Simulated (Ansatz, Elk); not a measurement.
# Bonding as seen by X-rays: BaCd2GaPb

The structure of BaCd2GaPb used here is made up (a known structure type with other elements) and was relaxed beforehand with r2SCAN. The aim is the Fourier transform of its all-electron density, F(hkl), set beside the sum over free spherical atoms that refinements use.

Method: DFT, PBE, all-electron APW+lo, Dirac cores, scalar-relativistic bands, static density, no spin, in Elk 11.2.3 (patched build).

The structure was built from a prototype and need not be the compound's stable phase.

### 1. The structure

The structure is tetragonal, space group I4mm (No. 107). Conventional cell: a = 4.810 Å, b = 4.810 Å, c = 12.106 Å, α = 90.00°, β = 90.00°, γ = 90.00°. Nearest to Pb lie 1 Ga at 2.81 Å and 4 Cd at 3.03 Å and 4 Ba at 3.66 Å. Nearest to Ba lie 4 Pb at 3.66 Å and 4 Ga at 3.70 Å and 8 Cd at 3.74 to 3.99 Å. Nearest to Cd lie 2 Ga at 2.78 Å and 2 Pb at 3.03 Å and 4 Cd at 3.40 Å and 4 Ba at 3.74 to 3.99 Å. Ga has 4 Cd at 2.78 Å and 1 Pb at 2.81 Å and 4 Ba at 3.70 Å nearest. Farther neighbours are not listed.

As a file:

```cif
data_structure
_symmetry_space_group_name_H-M 'I4mm'
_symmetry_Int_Tables_number 107
_cell_length_a 4.8095
_cell_length_b 4.8095
_cell_length_c 12.1065
_cell_angle_alpha 90.000
_cell_angle_beta 90.000
_cell_angle_gamma 90.000
_cell_volume 280.04
loop_
_atom_site_label
_atom_site_type_symbol
_atom_site_symmetry_multiplicity
_atom_site_Wyckoff_symbol
_atom_site_fract_x
_atom_site_fract_y
_atom_site_fract_z
_atom_site_occupancy
Pb1 Pb 2 a 0.00000 0.00000 0.39108 1
Ba1 Ba 2 a 0.00000 0.00000 0.00208 1
Cd1 Cd 4 b 0.50000 0.00000 0.23860 1
Ga1 Ga 2 a 0.50000 0.50000 0.12303 1
```

### 2. Ground state and structure factors

An all-electron density is needed, since X-rays see the cores too. Task 0 finds the density and task 195 Fourier-transforms it; tshift is off so that phases refer to the origin typed.

File elk.in:

```
tasks
  0
  195

xctype
  20

spinpol
  .false.

rgkmax
  7.0

gmaxvr
  14.0

lmaxo
  7

lmaxapw
  8

swidth
  0.002

tshift
  .false.

ramdisk
  .false.

hmaxvr
  5.5

maxscl
  120

epspot
  1e-06

sppath
  './'

avec
  -4.54432885630 4.54432885630 11.43897718972
  4.54432885630 -4.54432885630 11.43897718972
  4.54432885630 4.54432885630 -11.43897718972

atoms
  4
  'Pb.in'
  1
  0.3910819567 0.3910819567 -0.0000000000   0.000000 0.000000 0.000000
  'Ba.in'
  1
  1.0020799485 1.0020799485 0.0000000000   0.000000 0.000000 0.000000
  'Cd.in'
  2
  0.2386045449 0.7386045449 0.5000000000   0.000000 0.000000 0.000000
  0.7386045449 0.2386045449 0.5000000000   0.000000 0.000000 0.000000
  'Ga.in'
  1
  0.6230290049 0.6230290049 0.0000000000   0.000000 0.000000 0.000000

ngridk
  7 7 7
```

On the command line:

```bash
OMP_NUM_THREADS=4 elk
```

Numbers of over 12 decimals in the logs are rounded to 6 here.

The program printed:

```text
┌─────────────────────────┐
│ Elk code version 11.2.3 │
└─────────────────────────┘

All units are atomic (Hartree, Bohr, etc.)

┌─────────────────────────────────────────────────┐
│ Ground-state run starting from atomic densities │
└─────────────────────────────────────────────────┘

Lattice vectors :
  -4.544328856       4.544328856       11.43897719
   4.544328856      -4.544328856       11.43897719
   4.544328856       4.544328856      -11.43897719

Reciprocal lattice vectors :
  0.2169659499E-17  0.6913215907      0.2746392970
  0.6913215907      0.2169659499E-17  0.2746392970
  0.6913215907      0.6913215907      0.2424988891E-17

Unit cell volume      :    944.9018288
Brillouin zone volume :   0.2625142696

Muffin-tin inner radius fraction :   0.1000000000E-01

Nuclei treated as point charges

Species : 1 (Pb)
 parameters loaded from : Pb.in
 name : lead
 nuclear charge    :   -82.00000000
 electronic charge :    82.00000000
 atomic mass :    377702.4943
 muffin-tin radius :    2.800000000
 number of radial points in muffin-tin :   1393
 inner part over the whole radius :   0.9993555083E-02
 number on inner part of muffin-tin    :   1001
 approximate nuclear radius :   0.1047603524E-03
 number of mesh points to nuclear radius :    525
 atomic positions (lattice), magnetic fields (Cartesian) :
  1 :   0.39108196  0.39108196  0.00000000    0.00000000  0.00000000  0.00000000

Species : 2 (Ba)
 parameters loaded from : Ba.in
 name : barium
 nuclear charge    :   -56.00000000
 electronic charge :    56.00000000
 atomic mass :    250331.8071
 muffin-tin radius :    2.800000000
 number of radial points in muffin-tin :   1393
 inner part over the whole radius :   0.9950032293E-02
 number on inner part of muffin-tin    :    996
 approximate nuclear radius :   0.9171481901E-04
 number of mesh points to nuclear radius :    504
 atomic positions (lattice), magnetic fields (Cartesian) :
  1 :   0.00207995  0.00207995  0.00000000    0.00000000  0.00000000  0.00000000

Species : 3 (Cd)
 parameters loaded from : Cd.in
 name : cadmium
 nuclear charge    :   -48.00000000
 electronic charge :    48.00000000
 atomic mass :    204912.7176
 muffin-tin radius :    2.600000000
 number of radial points in muffin-tin :   1193
 inner part over the whole radius :   0.9972693929E-02
 number on inner part of muffin-tin    :    850
 approximate nuclear radius :   0.8708852602E-04
 number of mesh points to nuclear radius :    426
 atomic positions (lattice), magnetic fields (Cartesian) :
  1 :   0.23860454  0.73860454  0.50000000    0.00000000  0.00000000  0.00000000
  2 :   0.73860454  0.23860454  0.50000000    0.00000000  0.00000000  0.00000000

Species : 4 (Ga)
 parameters loaded from : Ga.in
 name : gallium
 nuclear charge    :   -31.00000000
 electronic charge :    31.00000000
 atomic mass :    127097.2539
 muffin-tin radius :    2.400000000
 number of radial points in muffin-tin :    993
 inner part over the whole radius :   0.9952882137E-02
 number on inner part of muffin-tin    :    702
 approximate nuclear radius :   0.7562051033E-04
 number of mesh points to nuclear radius :    339
 atomic positions (lattice), magnetic fields (Cartesian) :
  1 :   0.62302900  0.62302900  0.00000000    0.00000000  0.00000000  0.00000000

Total number of atoms per unit cell :    5
Total muffin-tin volume :    389.0548342
 ratio of muffin-tin to unit cell volume :   0.4117410109

Spin treatment :
 spin-unpolarised

Number of Bravais lattice symmetries :   16
Number of crystal symmetries         :    8
Crystal has no inversion symmetry
Complex Hermitian eigensolver will be used

k-point grid :      7     7     7
k-point offset :    0.000000000       0.000000000       0.000000000
k-point set is reduced with full crystal symmetry group
Total number of k-points :       70

Muffin-tin radius times maximum |G+k| :    7.000000000
 using average radius
Maximum |G+k| for APW functions       :    2.651515152
Maximum (1/2)|G+k|²                   :    3.515266299
[...]
at k-point 62

Charges :
 core                        :    182.0000000
 valence                     :    83.00000000
 interstitial                :    8.143961550
 muffin-tins (core leakage)
  species : 1 (Pb)
   atom 1                    :    80.52390269     (  0.1258572990E-02)
  species : 2 (Ba)
[...]
species : 3 (Cd)
[...]
species : 4 (Ga)
[...]
total in muffin-tins        :    256.8560384
 total calculated charge     :    264.9971482
 total charge                :    265.0000000
 error                       :   0.2851835540E-02

RMS change in Kohn-Sham potential (target) :   0.1358817105     (  0.1000000000E-05)
Absolute change in total energy (target)   :   0.3192114354     (  0.1000000000E-03)

[... loops 3 to 15 left out ...]

┌──────────────────┐
│ Loop number : 16 │
└──────────────────┘

Energies :
 Fermi                       :     0.212035
 sum of occupied eigenvalues :     -25792.694256719
 electron kinetic            :      46775.426853975
 core electron kinetic       :      45875.492243047
 Coulomb                     :     -88005.699401916
 Coulomb potential           :     -71295.862209525
 nuclear-nuclear             :     -3638.6459147276
 electron-nuclear            :     -97509.881090905
 Hartree                     :      13142.827603717
 Madelung                    :     -52357.768297153
 xc potential                :     -1272.2589011696
 exchange                    :     -959.18193779486
 correlation                 :     -14.767479515570
 electron entropic           :    -0.56132512540701E-03
 total energy                :     -42204.222526576

Density of states at Fermi energy :    42.94667969
 (states/Hartree/unit cell)

Estimated indirect band gap :   0.1486659388E-02
 from k-point 68 to k-point 1
Estimated direct band gap   :   0.1207805256E-01
 at k-point 62

Charges :
 core                        :    182.0000000
 valence                     :    83.00000000
 interstitial                :    7.844772335
 muffin-tins (core leakage)
  species : 1 (Pb)
[...]
species : 2 (Ba)
[...]
species : 3 (Cd)
[...]
species : 4 (Ga)
[...]
total in muffin-tins        :    257.1552277
 total calculated charge     :    264.9972327
 total charge                :    265.0000000
 error                       :   0.2767339550E-02

RMS change in Kohn-Sham potential (target) :   0.6959237809E-07 (  0.1000000000E-05)
Absolute change in total energy (target)   :   0.5055551446E-04 (  0.1000000000E-03)

Convergence targets achieved

┌──────────────────┐
│ Loop number : 17 │
└──────────────────┘

Energies :
 Fermi                       :     0.212035
 sum of occupied eigenvalues :     -25792.694245364
 electron kinetic            :      46775.426859218
 core electron kinetic       :      45875.492246971
 Coulomb                     :     -88005.699401201
 Coulomb potential           :     -71295.862209506
 nuclear-nuclear             :     -3638.6459147276
 electron-nuclear            :     -97509.881089029
 Hartree                     :      13142.827602556
 Madelung                    :     -52357.768296448
 xc potential                :     -1272.2588950755
 exchange                    :     -959.18193777772
 correlation                 :     -14.767479512280
 electron entropic           :    -0.56132515228559E-03
 total energy                :     -42204.222520598

Density of states at Fermi energy :    42.94668249
 (states/Hartree/unit cell)

Estimated indirect band gap :   0.1486659881E-02
 from k-point 68 to k-point 1
Estimated direct band gap   :   0.1207805104E-01
 at k-point 62

Charges :
 core                        :    182.0000000
 valence                     :    83.00000000
 interstitial                :    7.844772265
 muffin-tins (core leakage)
  species : 1 (Pb)
[...]
species : 2 (Ba)
[...]
species : 3 (Cd)
   atom 1                    :    46.64695768     (  0.2409782415E-03)
   atom 2                    :    46.64695768     (  0.2409782415E-03)
  species : 4 (Ga)
   atom 1                    :    29.62854366     (  0.7488916838E-03)
 total in muffin-tins        :    257.1552277
 total calculated charge     :    264.9972327
 total charge                :    265.0000000
 error                       :   0.2767339494E-02

┌──────────────────────────────┐
│ Self-consistent loop stopped │
└──────────────────────────────┘

Warning : the lowest level lies among the core levels :   -2.871346388      -2.552760792

Warning : core states of species 1 leak from the muffin-tin :   0.1204288153E-02

Warning : core states of species 3 leak from the muffin-tin :   0.2409782415E-03

Warning : core states of species 4 leak from the muffin-tin :   0.7488916838E-03

Wrote STATE.OUT
```

It took 2.1 min on 4 threads of Arm Neoverse V1, shared host; peak memory 0.28 GiB; 6.6 min of CPU time.

SFACRHO.OUT:

```text

h k l indices transformed by vhmat matrix:
   1.000000000       0.000000000       0.000000000    
   0.000000000       1.000000000       0.000000000    
   0.000000000       0.000000000       1.000000000    

      h      k      l  multipl.   |H|            Re(F)            Im(F)           |F|

      0      0      0      1   0.0000000       265.00000      0.23326431E-16   265.00000    
      1      1     -1      1  0.54927859      -21.368518      -33.404029       39.654038    
     -1     -1      1      1  0.54927859      -21.368518       33.404029       39.654038    
      0     -1      1      4  0.74387653      -29.271751      -29.357426       41.457133    
      1      0      0      4  0.74387653      -29.271751       29.357426       41.457133    
      0      0     -1      4  0.97767637       64.724276     -0.13169581E-13   64.724276    
     -2     -1      2      4   1.0755307       98.709388      -46.880438       109.27634    
      1      2     -2      4   1.0755307       98.709388       46.880438       109.27634    
      2      2     -2      1   1.0985572       32.495826      -47.857521       57.847395    
     -2     -2      2      1   1.0985572       32.495826       47.857521       57.847395    
      1      1     -2      4   1.1214090       142.31793      -54.928829       152.55022    
     -1     -1      2      4   1.1214090       142.31793       54.928829       152.55022    
     -1      1      1      4   1.3826432       213.92617     -0.15113837E-13   213.92617    
      2      2     -1      4   1.4706050      -115.04042      -1.9556859       115.05704    
     -2     -2      1      4   1.4706050      -115.04042       1.9556859       115.05704    
     -2      0      0      4   1.4877531      -16.784668       30.384319       34.712129    
      2      0     -2      4   1.4877531      -16.784668      -30.384319       34.712129    
      3      2     -3      4   1.5373985       124.53354     -0.33190781E-01   124.53355
```

Elk indexes on the primitive cell of elk.in and gives |H| = 4π sin θ/λ in inverse bohr. Below, one row stands for each form hkl of the conventional cell (m members, Friedel mates merged), F is for one primitive cell and the density is static (no thermal factor). Free-atom factors are Waasmaier and Kirfel's, and R is Σm||F|−|F'||/Σm|F|.

| hkl | m | sin θ/λ (Å⁻¹) | abs F, DFT | neutral atoms | diff. | abs of complex diff. |
| --- | --- | --- | --- | --- | --- | --- |
| 002 | 2 | 0.083 | 39.654 | 39.906 | -0.252 | 0.303 |
| 101 | 8 | 0.112 | 41.457 | 41.543 | -0.086 | 0.088 |
| 110 | 4 | 0.147 | 64.724 | 64.604 | +0.121 | 0.121 |
| 103 | 8 | 0.162 | 109.276 | 109.258 | +0.019 | 0.078 |
| 004 | 2 | 0.165 | 57.847 | 58.028 | -0.180 | 0.264 |
| 112 | 8 | 0.169 | 152.550 | 152.765 | -0.214 | 0.214 |
| 200 | 4 | 0.208 | 213.926 | 214.533 | -0.607 | 0.607 |
| 114 | 8 | 0.221 | 115.057 | 115.638 | -0.581 | 0.583 |
| 202 | 8 | 0.224 | 34.712 | 34.783 | -0.071 | 0.286 |
| 105 | 8 | 0.231 | 124.534 | 124.776 | -0.242 | 0.242 |
| 211 | 16 | 0.236 | 36.944 | 37.061 | -0.117 | 0.223 |
| 006 | 2 | 0.248 | 89.961 | 90.190 | -0.228 | 0.337 |
| 213 | 16 | 0.263 | 95.577 | 95.720 | -0.143 | 0.195 |
| 204 | 8 | 0.266 | 49.340 | 49.359 | -0.020 | 0.105 |

### 3. The highest occupied states alone

An energy window below the Fermi level keeps the highest occupied states, to see at which angles they scatter; shallow core shells can lie inside it and anion s states outside. No new self-consistency is needed.

Edit elk.in of step 2 so:

```diff
@@ -1,3 +1,2 @@
 tasks
-  0
   195
@@ -40,2 +39,5 @@
 
+wsfac
+  -0.155460 0.512040
+
 sppath
```

On the command line:

```bash
OMP_NUM_THREADS=4 elk
```

The program printed:

```text
┌─────────────────────────────────┐
│ Elk code version 11.2.3 started │
└─────────────────────────────────┘

Info(readinput): the functional depends on the density's gradient
 muffin-tin radial points multiplied by    2.00000
 (not where nrmtscf is given)

┌────────────────────┐
│ Current task : 195 │
└────────────────────┘

Info(sfacrho): density structure factors written to SFACRHO.OUT

 Energy window :  -0.1554600000      0.5120400000

┌──────────────────┐
│ Elk code stopped │
└──────────────────┘
```

Wall time 28 s (4 threads); peak memory 0.19 GiB; 37 s of CPU time.

States within 10 eV below the Fermi level hold 33.00 electrons; any levels below the window count with the cores. Their amplitudes can exceed the total, where window and core parts have opposite phase:

```
hkl  sin θ/λ (Å⁻¹)  abs F, window  abs F, all
002          0.083         19.031      39.654
101          0.112          2.255      41.457
110          0.147         13.370      64.724
103          0.162          0.922     109.276
004          0.165         12.621      57.847
112          0.169         13.746     152.550
200          0.208         11.000     213.926
114          0.221          9.876     115.057
202          0.224          9.634      34.712
105          0.231          0.091     124.534
```

### 4. Another functional

The difference from free atoms is small, so it is set against the change that LDA (Perdew-Wang) makes.

Edit elk.in of step 3 so:

```diff
@@ -1,2 +1,3 @@
 tasks
+  0
   195
@@ -4,3 +5,3 @@
 xctype
-  20
+  3
 
@@ -39,5 +40,2 @@
 
-wsfac
-  -0.155460 0.512040
-
 sppath
```

On the command line:

```bash
OMP_NUM_THREADS=4 elk
```

The program printed:

```text
┌─────────────────────────┐
│ Elk code version 11.2.3 │
└─────────────────────────┘

All units are atomic (Hartree, Bohr, etc.)

┌─────────────────────────────────────────────────┐
│ Ground-state run starting from atomic densities │
└─────────────────────────────────────────────────┘

Lattice vectors :
  -4.544328856       4.544328856       11.43897719
   4.544328856      -4.544328856       11.43897719
   4.544328856       4.544328856      -11.43897719

Reciprocal lattice vectors :
  0.2169659499E-17  0.6913215907      0.2746392970
[...]
total in muffin-tins        :    257.2030704
 total calculated charge     :    264.9971920
 total charge                :    265.0000000
 error                       :   0.2807986132E-02

┌──────────────────────────────┐
│ Self-consistent loop stopped │
└──────────────────────────────┘

Warning : the lowest level lies among the core levels :   -2.878091168      -2.559016044

Warning : core states of species 1 leak from the muffin-tin :   0.1209131170E-02

Warning : core states of species 3 leak from the muffin-tin :   0.2415436931E-03

Warning : core states of species 4 leak from the muffin-tin :   0.7676994470E-03

Wrote STATE.OUT
[key lines of the parts left out:]
total energy                :     -42173.896100417
```

Elapsed: 78 s, on 4 threads; peak memory 0.22 GiB.

Against the first run R = 0.02 %; the largest change is -0.061 at 220.

### 5. Basis size

The basis and the expansions that go with it are enlarged, to see whether the differences are converged.

Edit elk.in of step 4 so:

```diff
@@ -5,3 +5,3 @@
 xctype
-  3
+  20
 
@@ -11,12 +11,12 @@
 rgkmax
-  7.0
+  8.5
 
 gmaxvr
-  14.0
+  18.0
 
 lmaxo
-  7
+  9
 
 lmaxapw
-  8
+  10
```

On the command line:

```bash
OMP_NUM_THREADS=4 elk
```

The program printed:

```text
┌─────────────────────────┐
│ Elk code version 11.2.3 │
└─────────────────────────┘

All units are atomic (Hartree, Bohr, etc.)

┌─────────────────────────────────────────────────┐
│ Ground-state run starting from atomic densities │
└─────────────────────────────────────────────────┘

Lattice vectors :
  -4.544328856       4.544328856       11.43897719
   4.544328856      -4.544328856       11.43897719
   4.544328856       4.544328856      -11.43897719

Reciprocal lattice vectors :
  0.2169659499E-17  0.6913215907      0.2746392970
[...]
total in muffin-tins        :    257.2041659
 total calculated charge     :    264.9975722
 total charge                :    265.0000000
 error                       :   0.2427764355E-02

┌──────────────────────────────┐
│ Self-consistent loop stopped │
└──────────────────────────────┘

Warning : the lowest level lies among the core levels :   -2.856531283      -2.538624452

Warning : core states of species 1 leak from the muffin-tin :   0.1204362323E-02

Warning : core states of species 3 leak from the muffin-tin :   0.2411029227E-03

Warning : core states of species 4 leak from the muffin-tin :   0.7471817524E-03

Wrote STATE.OUT
[key lines of the parts left out:]
total energy                :     -42204.265617604
```

Elapsed: 5.3 min, on 4 threads; peak memory 0.6 GiB; 17 min of CPU time.

Against the first run R = 0.00 %; the largest change is -0.018 at 208.

### 6. Settings against the effect

| run | R against the first run (%) | R against neutral atoms, low angle (%) | wall time |
| --- | --- | --- | --- |
| PBE, rgkmax 7 | 0.00 | 0.20 | 2.1 min |
| LDA (Perdew-Wang) | 0.02 | 0.21 | 78 s |
| rgkmax 8.5 with larger expansions | 0.00 | 0.20 | 5.3 min |

### 7. Summary of results

| Item | Value |
| --- | --- |
| R against neutral atoms, sin θ/λ < 0.3 Å⁻¹ | 0.20 % |
| R against neutral atoms, 0.3 to 0.70 Å⁻¹ | 0.07 % |

Independent neutral atoms miss the calculated amplitudes by R = 0.20 % below 0.3 Å⁻¹ and 0.07 % from there to 0.70 Å⁻¹; by shells, 0.25 % below 0.15 Å⁻¹ (3 forms), 0.19 % 0.15 to 0.3 (13 forms), 0.07 % 0.3 to 0.45 (33 forms), 0.07 % above 0.45 (100 forms). Bonding, aspherical density and the tables' own atoms all enter these figures, and the runs don't part them. The largest change of an amplitude is -0.61 electrons, at 200. R counts amplitudes alone; phases shift too. The window's part falls from 33.0 electrons at the origin to at most 1.05 between 0.45 and 0.70 Å⁻¹, where compact states inside the window still scatter. Below 0.3 Å⁻¹ the changes that finished (LDA (Perdew-Wang) and rgkmax 8.5 with larger expansions) move F by R = 0.02 % at most, against the 0.20 % that separates it from free atoms. The k-mesh has no finished test. Spin-orbit coupling is left out, which can matter for elements this heavy. Part of the difference isn't bonding: the tables are fits to free atoms and ions calculated by other methods than this functional. Thermal motion, anomalous dispersion and extinction are left out.

[Logs are printed without paths, hosts, clocks, repeated set-up lines and the standing remarks that a program may print on its own settings, such as how far it seeks lower states.]

[Hosts, paths, dates, database ids (printed as entryN), source tags and the programs' standing remarks are cut or masked in the printed files.]
